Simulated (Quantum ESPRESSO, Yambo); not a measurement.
# A GW chain in Yambo: Diamond (Fd-3m, 2 atoms a cell), part 2 of 3

Wanted: ground state, empty states, screening and self-energy for Diamond (Fd-3m, 2 atoms a cell).

Quantum ESPRESSO 7.5 and Yambo 5.3.0; PBE and many-body steps on it, plane waves. Known limits of the many-body steps: not at the basis limit.

So far. Step 2 (Ground state): The gap is indirect, with the least direct gap 1.40 eV higher. Step 3 (Bands along the symmetry lines): The gap is 4.190 eV, −0.039 eV from the run before at this level.

### Step 4. Empty states on the mesh, 8×8×8 mesh, 76 bands

Level of this step: DFT, PBE, plane waves, norm-conserving pseudopotentials (Quantum ESPRESSO).

The sums over transitions need many empty states on a uniform mesh; this step solves for them.

pw.in

```
&control
  calculation = 'nscf'
  prefix = 'x'
  outdir = 'o'
  pseudo_dir = 'pseudo'
/
&system
  ibrav = 0
  nat = 2
  ntyp = 1
  ecutwfc = 74.0
  nbnd = 76
  force_symmorphic = .true.
/
&electrons
  conv_thr = 1e-9
  electron_maxstep = 80
  diago_full_acc = .true.
  diago_thr_init = 5e-6
/
ATOMIC_SPECIES
  C 12.011 C.upf
CELL_PARAMETERS angstrom
  -0.0000000000 1.7833700000 1.7833700000
  1.7833700000 -0.0000000000 1.7833700000
  1.7833700000 1.7833700000 0.0000000000
ATOMIC_POSITIONS crystal
  C 0.0000000000 0.0000000000 0.0000000000
  C 0.2500000000 0.2500000000 0.2500000000
K_POINTS automatic
  8 8 8 0 0 0
```

Started as:

```console
OMP_NUM_THREADS=1 mpirun -n 4 pw.x -nk 4 -in pw.in > pw.out
```

Log:

```text
[banner, memory and clock lines left out]
Program PWSCF v.7.5 starts

     Atomic positions and unit cell read from directory:
     o/x.save/

     Message from routine setup:
     using ibrav=0 with symmetry is DISCOURAGED, use correct ibrav instead

     G-vector sticks info

     bravais-lattice index     =            0
     lattice parameter (alat)  =       4.7660  a.u.
     unit-cell volume          =      76.5510 (a.u.)^3
     number of atoms/cell      =            2
     number of atomic types    =            1
     number of electrons       =         8.00
     number of Kohn-Sham states=           76
     kinetic-energy cutoff     =      74.0000  Ry
     charge density cutoff     =     296.0000  Ry
     Exchange-correlation= PBE
                           (   1   4   3   4   0   0   0)

     celldm(1)=   4.766014  celldm(2)=   0.000000  celldm(3)=   0.000000
     celldm(4)=   0.000000  celldm(5)=   0.000000  celldm(6)=   0.000000

     crystal axes: (cart. coord. in units of alat)
               a(1) = (  -0.000000   0.707107   0.707107 )
               a(2) = (   0.707107  -0.000000   0.707107 )
               a(3) = (   0.707107   0.707107   0.000000 )

     reciprocal axes: (cart. coord. in units 2 pi/alat)
               b(1) = ( -0.707107  0.707107  0.707107 )
               b(2) = (  0.707107 -0.707107  0.707107 )
               b(3) = (  0.707107  0.707107 -0.707107 )
     Pseudo is Norm-conserving + core correction, Zval =  4.0
     Generated using ONCVPSP code by D. R. Hamann
     Using radial grid of 1248 points,  4 beta functions with:
     C                 4.00    12.01100     C ( 1.00)

     24 Sym. Ops. (no inversion) found

   Cartesian axes

     site n.     atom                  positions (alat units)
         1        C      tau(   1) = (   0.0000000   0.0000000   0.0000000  )
         2        C      tau(   2) = (   0.3535534   0.3535534   0.3535534  )

     number of k points=    29
                       cart. coord. in units 2pi/alat
        k(    1) = (   0.0000000   0.0000000   0.0000000), wk =   0.0039062
        k(    2) = (   0.0883883   0.0883883  -0.0883883), wk =   0.0312500
        k(    3) = (   0.1767767   0.1767767  -0.1767767), wk =   0.0312500
[...]
[... 17 further rows ...]
        k(   28) = (  -0.7071068   0.1767767   0.0000000), wk =   0.0468750
        k(   29) = (  -0.7071068   0.3535534   0.0000000), wk =   0.0234375

     Dense  grid:     6615 G-vectors     FFT dimensions: (  27,  27,  27)

     The potential is recalculated from file :
     o/x.save/charge-density

     Starting wfcs are    8 randomized atomic wfcs +   68 random wfcs

     Band Structure Calculation

     End of band structure calculation

          k = 0.0000 0.0000 0.0000 (   869 PWs)   bands (ev):

    -8.1303  13.3585  13.3585  13.3585  18.9841  18.9841  18.9841  26.6878
    32.6551  40.2185  40.2185  40.9884  40.9884  40.9884  48.1681  60.6130
    60.6130  60.6130  81.5255  81.5255  81.5255  85.7548  85.7548  87.9125
[...]
208.3547 209.3539 209.3539 209.3539

          k = 0.0884 0.0884-0.0884 (   833 PWs)   bands (ev):

[...]
199.4964 204.1922 204.1922 207.2367

          k = 0.1768 0.1768-0.1768 (   821 PWs)   bands (ev):

[...]
153.7126 153.7126 156.2683 156.2683 163.3124 168.7757 168.7757 169.8725
   171.5678 176.8228 176.8228 185.1607 188.4927 188.4927 195.3741 195.3741
   195.8133 196.6030 196.6030 197.0763

          k = 0.2652 0.2652-0.2652 (   820 PWs)   bands (ev):

     [... further k-points ...]

     highest occupied, lowest unoccupied level (ev):    13.3585   17.5486

     XML data file, pseudopotentials, collected wavefunctions
```

Run time: 4.2 s. Hardware: 4 MPI ranks of Arm Neoverse V1, shared host; peak memory 0.18 GiB.

Numbers from this step:

```
gap                                                           : 4.190 eV
k of the valence top                                          : 0, 0, 0
k of the conduction bottom                                    : 0, 0.375, 0.375
least direct gap                                              : 5.626 eV
k points computed                                             : 29
lowest point of the top converged band, above the valence top : 175.9299 eV
```

On this mesh the gap is 4.190 eV.

### Step 5. Conversion and set-up

This step: Yambo 5.3.0; conversion and set-up on PBE, plane waves, norm-conserving pseudopotentials.

The states are converted to the many-body program's format and the q mesh is built.

Started as:

```console
(cd o/x.save; p2y > p2y.log; mv SAVE ../..); yambo > setup.log
```

Log:

```text
 Yambo, version 5.3.0

 [02] CORE Variables Setup
 =========================

  [02.01] Unit cells
  ==================

  Cell kind             :  FCC
  Atoms in the cell     :  C
  number of C  atoms    :  2

  List of atomic masses
  Mass of C     :  12.01100

  List of atomic coordinates    : [cc]
  C1       :  0.000000  0.000000  0.000000  order 1
  C2       :  1.685040  1.685040  1.685040  order 2

  Alat factors          :  3.370081  3.370081  3.370081 [a.u.]
  Direct lattice volume :  76.55102 [a.u.]
  Direct lattice vectors:  A[ 1 ]  A[ 2 ]  A[ 3 ]
   A[ 1 ]: -0.000000  1.000000  1.000000  [iru]
  -0.000000  3.370081  3.370081  [cc]
   A[ 2 ]:  1.000000 -0.000000  1.000000  [iru]
   3.370081 -0.000000  3.370081  [cc]
   A[ 3 ]:  1.000000  1.000000  0.000000  [iru]
   3.370081  3.370081  0.000000  [cc]

  Recip. lattice volume :  3.240325 [a.u.]
  Recip. lattice vectors:  B[ 1 ]  B[ 2 ]  B[ 3 ]
   B[ 1 ]: -0.500000  0.500000  0.500000  [iku]
  -0.932201  0.932201  0.932201  [cc]
   B[ 2 ]:  0.500000 -0.500000  0.500000  [iku]
   0.932201 -0.932201  0.932201  [cc]
   B[ 3 ]:  0.500000  0.500000 -0.500000  [iku]
   0.932201  0.932201 -0.932201  [cc]

  [02.02] Symmetries
  ==================

  Inversion symmetry    : yes
  Spatial inversion     : no
  Inversion index       :  25
  K-space Time-reversal : yes
  Magnetic symmetries   : no
  Time-reversal derived K-space symmetries:   25   48
  Group table correct   : yes
  Symmetries units      :  [cc]

   [S  1]:   1.0000     -0.26553E-16 -0.26553E-16 -0.26553E-16   1.0000      0.26553E-16  0.26553E-16  0.26553E-16   1.0000
   [S  2]:  -1.0000      0.26553E-16 -0.26553E-16  0.26553E-16  -1.0000      0.26553E-16 -0.26553E-16 -0.26553E-16   1.0000
   [S  3]:  -1.0000     -0.26553E-16  0.26553E-16  0.26553E-16   1.0000     -0.26553E-16 -0.26553E-16  0.26553E-16  -1.0000
[...]
[S  9]: -0.26553E-16   1.0000     -0.26553E-16  0.26553E-16 -0.26553E-16   1.0000       1.0000      0.26553E-16  0.26553E-16
   [S 10]: -0.26553E-16  -1.0000      0.26553E-16  0.26553E-16  0.26553E-16  -1.0000       1.0000     -0.26553E-16 -0.26553E-16
     [... 36 further rows ...]
   [S*47]:   1.0000     -0.26553E-16  0.26553E-16 -0.26553E-16  0.26553E-16  -1.0000      0.26553E-16   1.0000     -0.26553E-16
   [S*48]:   1.0000      0.26553E-16 -0.26553E-16 -0.26553E-16 -0.26553E-16   1.0000      0.26553E-16  -1.0000      0.26553E-16

  [02.03] Reciprocal space
  ========================

  nG shells         :  117
  nG charge         :   6615
  nG WFs            :  1182
  nC WFs            :   869
  G-vecs. in first 11 shells:  [ Number ]
     1    9   15   27   51   59   65   89  113
   137  169
  ...
  Shell energy in first 11 shells:  [ mHa ]
    0.00000      1303.50      1738.00      3475.99      4779.49      5213.99      6951.99      8255.49      8689.99
    10428.0      11731.5
  ...

  [02.04] K-grid lattice
[...]
WF components:   825
  [... 14 further k-points ...]
  K [29]         [rlu]:  0.250000 -0.500000 -0.250000
         WF components:   792

  [02.05] Energies & Occupations
  ==============================

  [X] === General ===
  [X] Electronic Temperature                        :  0.000000  0.000000 [eV K]
  [X] Bosonic    Temperature                        :  0.000000  0.000000 [eV K]
  [X] Finite Temperature mode                       : no
  [X] El. density                                   :  0.70524E+24 [cm-3]
  [X] Fermi Level                                   :  13.35851 [eV]

  [X] === Gaps and Widths ===
  [X] Conduction Band Min                           :  4.190041 [eV]
  [X] Valence Band Max                              :  0.000000 [eV]
  [X] Filled Bands                                  :   4
  [X] Empty Bands                                   :    5   76
  [X] Direct Gap                                    :  5.625541 [eV]
  [X] Direct Gap localized at k                     :  1
  [X] Indirect Gap                                  :  4.190041 [eV]
  [X] Indirect Gap between kpts                     :   1  18
  [X] Last valence band width                       :  8.331933 [eV]
  [X] 1st conduction band width                     :  6.494492 [eV]

  E @ K [ 1]:  [eV]
   -21.489     -0.41842E-09 -0.22897E-09   0.0000       5.6255       5.6255       5.6255       13.329
  occ @ K [ 1]
   2.000000  2.000000  2.000000  2.000000  0.000000  0.000000  0.000000  0.000000
  E @ K [ 2]:  [eV]
  -21.05697  -2.41453  -0.65301  -0.65301   6.48508   6.48508   6.91368  13.69632
  occ @ K [ 2]
[...]
E @ K [ 3]:  [eV]
[...]
occ @ K [ 3]
[...]
E @ K [ 8]:  [eV]
[...]
occ @ K [ 8]
[...]
E @ K [ 9]:  [eV]
[...]
occ @ K [ 9]
[...]
E @ K [10]:  [eV]
[...]
occ @ K [10]
[...]
E @ K [11]:  [eV]
[...]
occ @ K [11]
[...]
E @ K [12]:  [eV]
[...]
occ @ K [12]
[...]
E @ K [13]:  [eV]
[...]
occ @ K [13]
[...]
E @ K [14]:  [eV]
[...]
occ @ K [14]
[...]
[... 14 further k-points ...]
  E @ K [29]:  [eV]
  -11.98541 -11.98541  -8.33193  -8.33193  10.68453  10.68453  12.35461  12.35461
  occ @ K [29]
   2.000000  2.000000  2.000000  2.000000  0.000000  0.000000  0.000000  0.000000

 [03] Transferred momenta grid and indexing
 ==========================================

 IBZ Q-points                                      :  29
 BZ  Q-points                                      :   512

 K/Q-points units:
 rlu = crystal or reduced units; cc = cartesian coordinates; iku = interal k-units

 Q [ 1]         [rlu]:  0.000000  0.000000  0.000000
 Q [ 2]         [rlu]: -0.21107E-16 -0.21107E-16  0.12500
 Q [ 3]         [rlu]:  0.24465E-17  0.24465E-17  0.25000
[...]
Q [ 8]         [rlu]:  0.24465E-17  0.12500      0.37500
 Q [ 9]         [rlu]:  0.26352E-18  0.12500      0.50000
 Q [10]         [rlu]:  0.84430E-16  0.12500     -0.37500
     [... 17 further rows ...]
 Q [28]         [rlu]:  0.125000 -0.500000 -0.375000
 Q [29]         [rlu]:  0.250000 -0.500000 -0.250000

  [03.01] X indexes
  =================

   [03.01.01] Sigma indexes
   ========================

 [06] Game Over & Game summary
```

Run time: 1.7 s. Hardware: 1 MPI rank; peak memory 0.23 GiB.

(Continued in part 3 of 3.)

[Paths, hosts, dates, memory and timing lines, banners, echoed tables and standing remarks are left out of the program output.]

[Logs are printed without paths, hosts, clocks, repeated set-up lines and the standing remarks that a program may print on its own settings, such as how far it seeks lower states.]

[Runs of the session that timed out or met a known fault of the program may be left out.]

[Hosts, paths, dates, database ids (printed as entryN), source tags and the programs' standing remarks are cut or masked in the printed files.]
